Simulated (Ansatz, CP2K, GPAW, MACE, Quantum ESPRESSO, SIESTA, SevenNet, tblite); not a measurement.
## Amorphous SnO2 (72 atoms): runs against a plane-wave reference

Density of this cell: 6.28 g/cm³. The cell holds 72 atoms: 24 Sn and 48 O. Cell: a = 9.851 Å, b = 9.851 Å, c = 9.851 Å, α = 90.0°, β = 90.0°, γ = 90.0°. 72 atoms (24 Sn, 48 O) placed at random at 6.03 g/cm³, melted at 5000 K for 10 ps at fixed volume with the Morse and Coulomb pair potential with partial charges (Pedone, Malavasi, Menziani, Cormack and Segre, J. Phys. Chem. B 110, 11780 (2006)). Quenched from 5000 K to 300 K at 50 K/ps and fixed volume, held 10 ps at zero pressure, then minimised at fixed cell. Then every atom was moved at random, 0.02 Å r.m.s. a Cartesian component.

Geometry: as built.

The reference, a calculation:

```
method                 : Kohn-Sham DFT, PBE, SSSP efficiency 1.3.0 pseudopotentials, plane waves (Quantum ESPRESSO 7.5); sssp-pbe-1.3.0-efficiency, cutoffs 60/480 Ry, Γ point
r.m.s. force component : 0.686 eV/Å
longest force          : 2.589 eV/Å
pressure               : 8.505 GPa
time                   : 2.3 min on 4 MPI ranks of Arm Neoverse V2, shared host
CPU time               : 9.4 min
```

Q: Estimate the differences from the reference, the CPU time and the memory of each run.
- GPAW PBE, LCAO dzp, h 0.18 Å (GPAW 26.7.0; 1 thread)
- SevenNet 0 potential (SevenNet 0; 1 thread)
- SIESTA PBE, DZP, shift 0.01 Ry, mesh 500 Ry (SIESTA 5.4.2; 2 MPI ranks)
- CP2K PBE, DZVP-UZH, 600/50 Ry, diagonalisation (CP2K 2026.2; 4 MPI ranks)
- tblite GFN1-xTB (tblite 0.8.0; 1 thread)
- CP2K PBE, SZV-MOLOPT-SR, 600/50 Ry, diagonalisation (CP2K 2026.2; 2 threads)
- SIESTA PBE, SZP, shift 0.01 Ry, mesh 500 Ry (SIESTA 5.4.2; 2 MPI ranks)
- SevenNet l3i5 potential (SevenNet l3i5; 1 thread)
- MACE MP-0b2 small potential (MACE MP-0b2 small; 1 thread)

Differences are against the plane-wave reference, forces as r.m.s. over components; share is that over the reference's r.m.s. force, slope the least-squares factor from reference forces to these. Total energies of different programs have different zeros and aren't compared.

```
                                                         run  Δ force, r.m.s. (meV/Å)  share (%)  slope  Δ pressure (GPa)  cores  CPU time  memory (GiB)
                                                   reference                        -          -      -                 -      4   9.4 min           3.0
                                GPAW PBE, LCAO dzp, h 0.18 Å                      127       18.6  1.098                 -      1   2.7 min           1.5
                                        SevenNet 0 potential                      101       14.7  0.938             0.506      1     6.3 s          0.86
                 SIESTA PBE, DZP, shift 0.01 Ry, mesh 500 Ry                      181       26.4  1.163              5.14      2   6.5 min           2.2
              CP2K PBE, DZVP-UZH, 600/50 Ry, diagonalisation                      128       18.7  1.015              3.63      4   4.2 min           4.7
                                             tblite GFN1-xTB                      441       64.3  0.494             -16.3      1     2.5 s          0.11
CP2K PBE, SZV-MOLOPT-SR, 600/50 Ry, diagonalisation (coarse)                      326       47.5  1.106              13.9      2   4.5 min           2.8
        SIESTA PBE, SZP, shift 0.01 Ry, mesh 500 Ry (coarse)                      227       33.2  1.203              6.97      2   6.2 min             2
                                     SevenNet l3i5 potential                     70.8       10.3  0.978             0.226      1       8 s           1.3
                                 MACE MP-0b2 small potential                      148       21.6  0.838            -0.579      1     5.3 s          0.67
```

Rows marked coarse were listed beforehand as settings not expected to be converged; some can still land near the reference.

Times of the machine-learned potentials are mostly Python's start and the loading of weights.

CPU time is summed over cores on a shared host, where runs went side by side, so it is rough. Symmetry, cutoffs, thresholds, outputs and thread counts weren't matched or tuned between programs; memory under MPI is the largest rank's times the ranks.

The PBE runs in local orbitals, coarse settings apart, differ by 19 % (GPAW PBE, LCAO dzp, h 0.18 Å) to 26 % (SIESTA PBE, DZP, shift 0.01 Ry, mesh 500 Ry); basis, grid and potentials can all enter. Tight binding differs by 64 % (tblite GFN1-xTB); it is another model, with fitted parameters of its own, and the xTB methods hold dispersion. Machine-learned potentials differ by 10 % (SevenNet l3i5 potential) to 22 % (MACE MP-0b2 small potential); they were trained on other programs' data. Among those trained on PBE data the slope goes as low as 0.84, which softening far from their training structures can give, though the reference's k-sampling is untested too. Runs with settings chosen to be coarse differ by 33 % (SIESTA PBE, SZP, shift 0.01 Ry, mesh 500 Ry) to 47 % (CP2K PBE, SZV-MOLOPT-SR, 600/50 Ry, diagonalisation), their programs' other errors included. Periodic xTB results under one method name differ between programs and library versions. Machine-learned potentials mimic data converged in k, so the reference's own k-point error enters their differences. The network of bonds at the start is that of the classical potential that made the cell, and needn't be the one that DFT or experiment would give. The electronic-structure runs sample only Γ, in a cell whose shortest periodic width is 10 Å.

[Logs are printed without paths, hosts, clocks, repeated set-up lines and the standing remarks that a program may print on its own settings, such as how far it seeks lower states.]

[Hosts, paths, dates, database ids (printed as entryN), source tags and the programs' standing remarks are cut or masked in the printed files.]
